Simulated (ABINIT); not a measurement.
# Beyond one shot: CaO (Fm-3m), part 2 of 3

Wanted: G0W0 and self-consistent gaps of CaO (Fm-3m), with the cost of the cycles.

ABINIT 10.8.3; PBE and many-body steps on it, plane waves. Known limits of the many-body steps: not at the basis limit; coarse k mesh.

So far. Step 5 (evGW0, cycle 1): Against G0W0 in ABINIT (4×4×4 mesh, 41 bands, screening to 130.6 eV, Godby-Needs plasmon pole), the gap moves by +0.405 eV. This first cycle still uses the starting levels; it takes the full correction, at all points of the mesh, and its linearised value is 5.720 eV. Step 6 (evGW0, cycle 2): Against the cycle before, the gap moves by −0.047 eV.

### Step 7. evGW0, cycle 3

Level of this step: evGW0 on PBE, plane waves, norm-conserving pseudopotentials (ABINIT).

run.abi

```
acell 3*1.0 Angstrom
rprim 
  -0.000000000000 2.403555696000 2.403555696000
  2.403555696000 -0.000000000000 2.403555696000
  2.403555696000 2.403555696000 -0.000000000000
ntypat 2
znucl 20 8
natom 2
typat 1 2
xred 
  0.000000000000 0.000000000000 0.000000000000
  0.500000000000 0.500000000000 0.500000000000
pp_dirpath "pseudos"
pseudos "Ca.upf, O.upf"
ecut 36
ngkpt 4 4 4
nshiftk 1
shiftk 0 0 0
kptopt 1
chksymbreak 0
istwfk *1
occopt 1
irdwfk 1
optdriver 4
nband 41
gwcalctyp 10
ecutsigx 36
symsigma 1
nkptgw 8
kptgw 
  0.0000000000 0.0000000000 0.0000000000
  0.2500000000 0.0000000000 0.0000000000
  0.5000000000 0.0000000000 0.0000000000
  0.2500000000 0.2500000000 0.0000000000
  0.5000000000 0.2500000000 0.0000000000
  -0.2500000000 0.2500000000 0.0000000000
  0.5000000000 0.5000000000 0.0000000000
  -0.2500000000 0.5000000000 0.2500000000
bdgw 
  1 14
  1 14
  1 14
  1 14
  1 14
  1 14
  1 14
  1 14
ecuteps 4.8
irdscr 1
ppmodel 1
irdqps 1
indata_prefix "in"
outdata_prefix "out"
tmpdata_prefix "tmp"
```

Command:

```sh
> OMP_NUM_THREADS=1 mpirun -n 4 abinit run.abi > log
```

What it wrote:

```text
.Version 10.8.3 of ABINIT. v10.8.2 released Aug 2026.

 Symmetries : space group Fm -3 m (#225); Bravais cF (face-center cubic)
[... echo of the input left out ...]
== DATASET  1 ==================================================================
-   mpi_nproc: 4, omp_nthreads: 1 (-1 if OMP is not activated)

--- !DatasetInfo
iteration_state: {dtset: 1, }
dimensions: {natom: 2, nkpt: 8, mband: 41, nsppol: 1, nspinor: 1, nspden: 1, mpw: 1964, }
cutoff_energies: {ecut:  36.0, pawecutdg:  -1.0, }
[...]
.  kptgw no:  3; Maximum DeltaE = (   0.176   0.404) for band index:  1
[...]
.  kptgw no:  7; Maximum DeltaE = (  -0.029   0.395) for band index:  1
.  kptgw no:  8; Maximum DeltaE = (  -0.325   0.433) for band index:  1

== END DATASET(S) ==============================================================
================================================================================

 -outvars: echo values of variables after computation  --------
           etotal      0.0000000000E+00
            nband          41
             nkpt           8
          spgroup         225
 [... the other variables as echoed above ...]

 Calculation completed.
```

Run time: 23 s. Hardware: 4 MPI ranks of Arm Neoverse V1, shared host; peak memory 0.78 GiB.

Numbers from this step:

| Property | Result |
| --- | --- |
| quasiparticle gap on the mesh | 6.067 eV |
| gap of the density functional on the mesh | 3.662 eV |
| k of the valence top | 0, 0, 0 |
| k of the conduction bottom | 0.5, 0.5, 0 |
| least direct quasiparticle gap on the computed points | 6.306 eV |

Against the cycle before, the gap moves by −0.011 eV.

### Step 8. evGW0, cycle 4

run.abi is that of step 7.

What it wrote:

```text
.Version 10.8.3 of ABINIT. v10.8.2 released Aug 2026.

 Symmetries : space group Fm -3 m (#225); Bravais cF (face-center cubic)
[... echo of the input left out ...]
== DATASET  1 ==================================================================
-   mpi_nproc: 4, omp_nthreads: 1 (-1 if OMP is not activated)

--- !DatasetInfo
iteration_state: {dtset: 1, }
dimensions: {natom: 2, nkpt: 8, mband: 41, nsppol: 1, nspinor: 1, nspden: 1, mpw: 1964, }
cutoff_energies: {ecut:  36.0, pawecutdg:  -1.0, }
[...]
.  kptgw no:  3; Maximum DeltaE = (   0.187   0.431) for band index:  1
[...]
.  kptgw no:  7; Maximum DeltaE = (   0.014   0.410) for band index:  1
.  kptgw no:  8; Maximum DeltaE = (   0.123   0.220) for band index:  1

== END DATASET(S) ==============================================================
================================================================================

 -outvars: echo values of variables after computation  --------
           etotal      0.0000000000E+00
            nband          41
             nkpt           8
          spgroup         225
 [... the other variables as echoed above ...]

 Calculation completed.
```

Run time: 23 s. Hardware: 4 MPI ranks; peak memory 0.78 GiB.

This step gave:

| Item | Value |
| --- | --- |
| quasiparticle gap on the mesh | 6.07 eV |
| gap of the density functional on the mesh | 3.662 eV |
| k of the valence top | 0, 0, 0 |
| k of the conduction bottom | 0.5, 0.5, 0 |
| least direct quasiparticle gap on the computed points | 6.309 eV |

Against the cycle before, the gap moves by +0.003 eV.

### Step 9. Screening, 4×4×4 mesh, 41 bands, screening to 130.6 eV

This step: RPA screening on PBE, plane waves, norm-conserving pseudopotentials.

run.abi

```
acell 3*1.0 Angstrom
rprim 
  -0.000000000000 2.403555696000 2.403555696000
  2.403555696000 -0.000000000000 2.403555696000
  2.403555696000 2.403555696000 -0.000000000000
ntypat 2
znucl 20 8
natom 2
typat 1 2
xred 
  0.000000000000 0.000000000000 0.000000000000
  0.500000000000 0.500000000000 0.500000000000
pp_dirpath "pseudos"
pseudos "Ca.upf, O.upf"
ecut 36
ngkpt 4 4 4
nshiftk 1
shiftk 0 0 0
kptopt 1
chksymbreak 0
istwfk *1
occopt 1
irdwfk 1
optdriver 3
nband 41
ecuteps 4.8
inclvkb 2
awtr 1
symchi 1
gwcalctyp 10
mbpt_sciss 2.796 eV
nqptdm 1
qptdm 
  0 0 0
indata_prefix "in"
outdata_prefix "out"
tmpdata_prefix "tmp"
```

What it wrote:

```text
.Version 10.8.3 of ABINIT. v10.8.2 released Aug 2026.

 Symmetries : space group Fm -3 m (#225); Bravais cF (face-center cubic)
[... echo of the input left out ...]
== DATASET  1 ==================================================================
-   mpi_nproc: 4, omp_nthreads: 1 (-1 if OMP is not activated)

--- !DatasetInfo
iteration_state: {dtset: 1, }
dimensions: {natom: 2, nkpt: 8, mband: 41, nsppol: 1, nspinor: 1, nspden: 1, mpw: 1964, }
cutoff_energies: {ecut:  36.0, pawecutdg:  -1.0, }
electrons: {nelect:   1.60000000E+01, charge:   0.00000000E+00, occopt:   1.00000000E+00, tsmear:   1.00000000E-02, }

 SCREENING: Calculation of the susceptibility and dielectric matrices

 Based on a program developped by R.W. Godby, V. Olevano, G. Onida, and L. Reining.
 Incorporated in ABINIT by V. Olevano, G.-M. Rignanese, and M. Torrent.
.Using double precision arithmetic ; gwpc =  8

[... cell and pseudopotentials left out ...]
--------------------------------------------------------------------------------

 ==== K-mesh for the wavefunctions ====
 Number of points in the irreducible wedge :     8
[... list of points left out ...]
 Together with 48 symmetry operations and time-reversal symmetry
 yields    64 points in the full Brillouin Zone.

 ==== Q-mesh for the screening function ====
 Number of points in the irreducible wedge :     8
[... list of points left out ...]
 Together with 48 symmetry operations and time-reversal symmetry
 yields    64 points in the full Brillouin Zone.

 setmesh: FFT mesh size selected  =    24x   24x   24
          total number of points  =        13824

 vcoul_init : cutoff-mode = AUXILIARY_FUNCTION
 q-points for optical limit:   1
     1)      0.000010    0.000020    0.000030

 Dielectric matrix will be calculated only for some
 selected q points provided by the user through the input variables
 nqptdm and qptdm

- screening: taking advantage of time-reversal symmetry
- Maximum band index for partially occupied states nbvw = 8
- Remaining bands to be divided among processors   nbcw = 33
- Number of bands treated by each node ~8

 rdqps: reading QP wavefunctions of the previous step
        looking for file in_QPS
 file not found, 1st iteration initialized with KS eigenelements

 screening : performing a first self-consistency
 update of the energies in W by a scissor operator
 applying a scissor operator of [eV] :   2.796

 Number of electrons calculated from density =   16.0000; Expected =   16.0000
 average of density, n =  0.085375
 r_s =    1.4088
 omega_plasma =   28.1852 [eV]

 calculating chi0 at frequencies [eV] :
  1    0.000000E+00    0.000000E+00
  2    0.000000E+00    2.818519E+01

--------------------------------------------------------------------------------
  q-point number  1        q = ( 0.000000, 0.000000, 0.000000) [r.l.u.]
--------------------------------------------------------------------------------
[... chi0 elements left out ...]
 For q-point:  0.000010 0.000020 0.000030
  dielectric constant =   3.0353
  dielectric constant without local fields =   3.2852

  Average fulfillment of the sum rule on Im[epsilon] for q-point    1 :     51.72  [%]
[... wings left out ...]
== END DATASET(S) ==============================================================
================================================================================

 -outvars: echo values of variables after computation  --------
           etotal      0.0000000000E+00
            nband          41
             nkpt           8
          spgroup         225
 [... the other variables as echoed above ...]

 Calculation completed.
```

Elapsed: 2.7 s, on 4 MPI ranks; peak memory 0.11 GiB.

This step gave:

```yaml
eps_infinity_with_local_fields_on_this_mesh_along_the_program_s_q_direction: 3.035
the_same_without_local_fields: 3.285
plasma_frequency: 28.19 eV
plane_waves_in_the_screening_matrix: 113
```

This screening uses the functional's bands under a rigid shift, the mean opening of the cycle before.

### Step 10. Screening, 4×4×4 mesh, 41 bands, screening to 130.6 eV

This step: RPA screening on PBE from quasiparticle energies, plane waves, norm-conserving pseudopotentials.

Edit run.abi of step 9 so:

```diff
@@ -29,7 +29,13 @@
 symchi 1
+irdqps 1
 gwcalctyp 10
-mbpt_sciss 2.796 eV
-nqptdm 1
+nqptdm 7
 qptdm 
-  0 0 0
+  0.2500000000 0.0000000000 0.0000000000
+  0.5000000000 0.0000000000 0.0000000000
+  0.2500000000 0.2500000000 0.0000000000
+  0.5000000000 0.2500000000 0.0000000000
+  -0.2500000000 0.2500000000 0.0000000000
+  0.5000000000 0.5000000000 0.0000000000
+  -0.2500000000 0.5000000000 0.2500000000
 indata_prefix "in"
```

mrgscr.stdin

```
2
merged
q0_SCR
out_SCR
1
```

Command:

```sh
> OMP_NUM_THREADS=1 mpirun -n 4 abinit run.abi > log; mrgscr < mrgscr.stdin
```

What it wrote:

```text
.Version 10.8.3 of ABINIT. v10.8.2 released Aug 2026.

 Symmetries : space group Fm -3 m (#225); Bravais cF (face-center cubic)
[... echo of the input left out ...]
== DATASET  1 ==================================================================
-   mpi_nproc: 4, omp_nthreads: 1 (-1 if OMP is not activated)

--- !DatasetInfo
iteration_state: {dtset: 1, }
dimensions: {natom: 2, nkpt: 8, mband: 41, nsppol: 1, nspinor: 1, nspden: 1, mpw: 1964, }
cutoff_energies: {ecut:  36.0, pawecutdg:  -1.0, }
[...]
q-point number  1        q = ( 0.250000, 0.000000, 0.000000) [r.l.u.]
--------------------------------------------------------------------------------
[... chi0 elements left out ...]
  Average fulfillment of the sum rule on Im[epsilon] for q-point    2 :     76.31  [%]

--------------------------------------------------------------------------------
  q-point number  2        q = ( 0.500000, 0.000000, 0.000000) [r.l.u.]
--------------------------------------------------------------------------------
[... chi0 elements left out ...]
  Average fulfillment of the sum rule on Im[epsilon] for q-point    3 :     66.79  [%]

 [... 5 further q-points ...]
```

Run time: 5.5 s. Hardware: 4 MPI ranks; peak memory 0.4 GiB.

Numbers from this step:

| Property | Result |
| --- | --- |
| plasma frequency | 28.19 eV |
| plane waves in the screening matrix | 113 |

This screening reads the quasiparticle levels of the cycle before.

### Step 11. evGW, cycle 1

This step: evGW on PBE, plane waves, norm-conserving pseudopotentials.

Edit run.abi of step 10 so:

```diff
@@ -23,12 +23,10 @@
 irdwfk 1
-optdriver 3
+optdriver 4
 nband 41
-ecuteps 4.8
-inclvkb 2
-awtr 1
-symchi 1
-irdqps 1
 gwcalctyp 10
-nqptdm 7
-qptdm 
+ecutsigx 36
+symsigma 1
+nkptgw 8
+kptgw 
+  0.0000000000 0.0000000000 0.0000000000
   0.2500000000 0.0000000000 0.0000000000
@@ -40,2 +38,15 @@
   -0.2500000000 0.5000000000 0.2500000000
+bdgw 
+  1 14
+  1 14
+  1 14
+  1 14
+  1 14
+  1 14
+  1 14
+  1 14
+ecuteps 4.8
+irdscr 1
+ppmodel 1
+irdqps 1
 indata_prefix "in"
```

Command:

```sh
> OMP_NUM_THREADS=1 mpirun -n 4 abinit run.abi > log
```

What it wrote:

```text
.Version 10.8.3 of ABINIT. v10.8.2 released Aug 2026.

 Symmetries : space group Fm -3 m (#225); Bravais cF (face-center cubic)
[... echo of the input left out ...]
== DATASET  1 ==================================================================
-   mpi_nproc: 4, omp_nthreads: 1 (-1 if OMP is not activated)

--- !DatasetInfo
iteration_state: {dtset: 1, }
dimensions: {natom: 2, nkpt: 8, mband: 41, nsppol: 1, nspinor: 1, nspden: 1, mpw: 1964, }
cutoff_energies: {ecut:  36.0, pawecutdg:  -1.0, }
[...]
.  kptgw no:  3; Maximum DeltaE = (  -0.744  -0.004) for band index:  5
[...]
.  kptgw no:  7; Maximum DeltaE = (  -0.856  -0.024) for band index:  5
.  kptgw no:  8; Maximum DeltaE = (  -0.796  -0.008) for band index:  5

== END DATASET(S) ==============================================================
================================================================================

 -outvars: echo values of variables after computation  --------
           etotal      0.0000000000E+00
            nband          41
             nkpt           8
          spgroup         225
 [... the other variables as echoed above ...]

 Calculation completed.
```

Run time: 23 s. Hardware: 4 MPI ranks; peak memory 0.78 GiB; 93 s of CPU time.

This step gave:

```
quasiparticle gap on the mesh                         : 6.767 eV
gap of the density functional on the mesh             : 3.662 eV
k of the valence top                                  : 0, 0, 0
k of the conduction bottom                            : 0.5, 0.5, 0
least direct quasiparticle gap on the computed points : 6.968 eV
```

Against G0W0 in ABINIT (4×4×4 mesh, 41 bands, screening to 130.6 eV, Godby-Needs plasmon pole), the gap moves by +1.047 eV.

### Step 12. Screening, 4×4×4 mesh, 41 bands, screening to 130.6 eV

This step: RPA screening on PBE, plane waves, norm-conserving pseudopotentials.

run.abi

```
acell 3*1.0 Angstrom
rprim 
  -0.000000000000 2.403555696000 2.403555696000
  2.403555696000 -0.000000000000 2.403555696000
  2.403555696000 2.403555696000 -0.000000000000
ntypat 2
znucl 20 8
natom 2
typat 1 2
xred 
  0.000000000000 0.000000000000 0.000000000000
  0.500000000000 0.500000000000 0.500000000000
pp_dirpath "pseudos"
pseudos "Ca.upf, O.upf"
ecut 36
ngkpt 4 4 4
nshiftk 1
shiftk 0 0 0
kptopt 1
chksymbreak 0
istwfk *1
occopt 1
irdwfk 1
optdriver 3
nband 41
ecuteps 4.8
inclvkb 2
awtr 1
symchi 1
gwcalctyp 10
mbpt_sciss 3.509 eV
nqptdm 1
qptdm 
  0 0 0
indata_prefix "in"
outdata_prefix "out"
tmpdata_prefix "tmp"
```

What it wrote:

```text
.Version 10.8.3 of ABINIT. v10.8.2 released Aug 2026.

 Symmetries : space group Fm -3 m (#225); Bravais cF (face-center cubic)
[... echo of the input left out ...]
== DATASET  1 ==================================================================
-   mpi_nproc: 4, omp_nthreads: 1 (-1 if OMP is not activated)

--- !DatasetInfo
iteration_state: {dtset: 1, }
dimensions: {natom: 2, nkpt: 8, mband: 41, nsppol: 1, nspinor: 1, nspden: 1, mpw: 1964, }
cutoff_energies: {ecut:  36.0, pawecutdg:  -1.0, }
[...]
[... chi0 elements left out ...]
 For q-point:  0.000010 0.000020 0.000030
  dielectric constant =   2.9260
  dielectric constant without local fields =   3.1590

  Average fulfillment of the sum rule on Im[epsilon] for q-point    1 :     52.73  [%]
[... wings left out ...]
== END DATASET(S) ==============================================================
================================================================================

 -outvars: echo values of variables after computation  --------
           etotal      0.0000000000E+00
            nband          41
             nkpt           8
          spgroup         225
 [... the other variables as echoed above ...]

 Calculation completed.
```

It took 2.7 s on 4 MPI ranks; peak memory 0.11 GiB.

This step gave:

| Property | Result |
| --- | --- |
| ε∞ with local fields, on this mesh, along the program's q direction | 2.926 |
| the same without local fields | 3.159 |
| plasma frequency | 28.19 eV |
| plane waves in the screening matrix | 113 |

This screening uses the functional's bands under a rigid shift, the mean opening of the cycle before.

### Step 13. Screening, 4×4×4 mesh, 41 bands, screening to 130.6 eV

This step: RPA screening on PBE from quasiparticle energies, plane waves, norm-conserving pseudopotentials.

Edit run.abi of step 12 so:

```diff
@@ -29,7 +29,13 @@
 symchi 1
+irdqps 1
 gwcalctyp 10
-mbpt_sciss 3.509 eV
-nqptdm 1
+nqptdm 7
 qptdm 
-  0 0 0
+  0.2500000000 0.0000000000 0.0000000000
+  0.5000000000 0.0000000000 0.0000000000
+  0.2500000000 0.2500000000 0.0000000000
+  0.5000000000 0.2500000000 0.0000000000
+  -0.2500000000 0.2500000000 0.0000000000
+  0.5000000000 0.5000000000 0.0000000000
+  -0.2500000000 0.5000000000 0.2500000000
 indata_prefix "in"
```

mrgscr.stdin is that of step 10.

Command:

```sh
> OMP_NUM_THREADS=1 mpirun -n 4 abinit run.abi > log; mrgscr < mrgscr.stdin
```

What it wrote:

```text
.Version 10.8.3 of ABINIT. v10.8.2 released Aug 2026.

 Symmetries : space group Fm -3 m (#225); Bravais cF (face-center cubic)
[... echo of the input left out ...]
== DATASET  1 ==================================================================
-   mpi_nproc: 4, omp_nthreads: 1 (-1 if OMP is not activated)

--- !DatasetInfo
iteration_state: {dtset: 1, }
dimensions: {natom: 2, nkpt: 8, mband: 41, nsppol: 1, nspinor: 1, nspden: 1, mpw: 1964, }
cutoff_energies: {ecut:  36.0, pawecutdg:  -1.0, }
[...]
q-point number  1        q = ( 0.250000, 0.000000, 0.000000) [r.l.u.]
--------------------------------------------------------------------------------
[... chi0 elements left out ...]
  Average fulfillment of the sum rule on Im[epsilon] for q-point    2 :     78.69  [%]

--------------------------------------------------------------------------------
  q-point number  2        q = ( 0.500000, 0.000000, 0.000000) [r.l.u.]
--------------------------------------------------------------------------------
[... chi0 elements left out ...]
  Average fulfillment of the sum rule on Im[epsilon] for q-point    3 :     68.50  [%]

 [... 5 further q-points ...]
```

Wall time 5.5 s (4 MPI ranks); peak memory 0.4 GiB; 22 s of CPU time.

This step gave:

| Item | Value |
| --- | --- |
| plasma frequency | 28.19 eV |
| plane waves in the screening matrix | 113 |

This screening reads the quasiparticle levels of the cycle before.

### Step 14. evGW, cycle 2

This step: evGW on PBE, plane waves, norm-conserving pseudopotentials.

Edit run.abi of step 13 so:

```diff
@@ -23,12 +23,10 @@
 irdwfk 1
-optdriver 3
+optdriver 4
 nband 41
-ecuteps 4.8
-inclvkb 2
-awtr 1
-symchi 1
-irdqps 1
 gwcalctyp 10
-nqptdm 7
-qptdm 
+ecutsigx 36
+symsigma 1
+nkptgw 8
+kptgw 
+  0.0000000000 0.0000000000 0.0000000000
   0.2500000000 0.0000000000 0.0000000000
@@ -40,2 +38,15 @@
   -0.2500000000 0.5000000000 0.2500000000
+bdgw 
+  1 14
+  1 14
+  1 14
+  1 14
+  1 14
+  1 14
+  1 14
+  1 14
+ecuteps 4.8
+irdscr 1
+ppmodel 1
+irdqps 1
 indata_prefix "in"
```

Command:

```sh
> OMP_NUM_THREADS=1 mpirun -n 4 abinit run.abi > log
```

What it wrote:

```text
.Version 10.8.3 of ABINIT. v10.8.2 released Aug 2026.

 Symmetries : space group Fm -3 m (#225); Bravais cF (face-center cubic)
[... echo of the input left out ...]
== DATASET  1 ==================================================================
-   mpi_nproc: 4, omp_nthreads: 1 (-1 if OMP is not activated)

--- !DatasetInfo
iteration_state: {dtset: 1, }
dimensions: {natom: 2, nkpt: 8, mband: 41, nsppol: 1, nspinor: 1, nspden: 1, mpw: 1964, }
cutoff_energies: {ecut:  36.0, pawecutdg:  -1.0, }
[...]
.  kptgw no:  3; Maximum DeltaE = (  -0.173   0.005) for band index:  6
[...]
.  kptgw no:  7; Maximum DeltaE = (  -0.089   0.102) for band index:  1
.  kptgw no:  8; Maximum DeltaE = (  -0.215   0.029) for band index:  1

== END DATASET(S) ==============================================================
================================================================================

 -outvars: echo values of variables after computation  --------
           etotal      0.0000000000E+00
            nband          41
             nkpt           8
          spgroup         225
 [... the other variables as echoed above ...]

 Calculation completed.
```

Wall time 23 s (4 MPI ranks); peak memory 0.78 GiB.

Numbers from this step:

```
quasiparticle gap on the mesh                         : 6.883 eV
gap of the density functional on the mesh             : 3.662 eV
k of the valence top                                  : 0, 0, 0
k of the conduction bottom                            : 0.5, 0.5, 0
least direct quasiparticle gap on the computed points : 7.068 eV
```

Against the cycle before, the gap moves by +0.116 eV.

(Continued in part 3 of 3.)

[Paths, hosts, dates, memory and timing lines, banners, echoed tables and standing remarks are left out of the program output.]

[Logs are printed without paths, hosts, clocks, repeated set-up lines and the standing remarks that a program may print on its own settings, such as how far it seeks lower states.]

[Runs of the session that timed out or met a known fault of the program may be left out.]

[Hosts, paths, dates, database ids (printed as entryN), source tags and the programs' standing remarks are cut or masked in the printed files.]

[G0W0 gaps are taken among the corrected bands and points alone; a level outside them can change the order at an edge.]

[Where Ansatz stands beside ABINIT at settings called matched, ABINIT's density can come from a denser mesh and the files from another edition; pairs whose starting gaps differed by over 0.03 eV were left out, so agreement reads better than it is.]
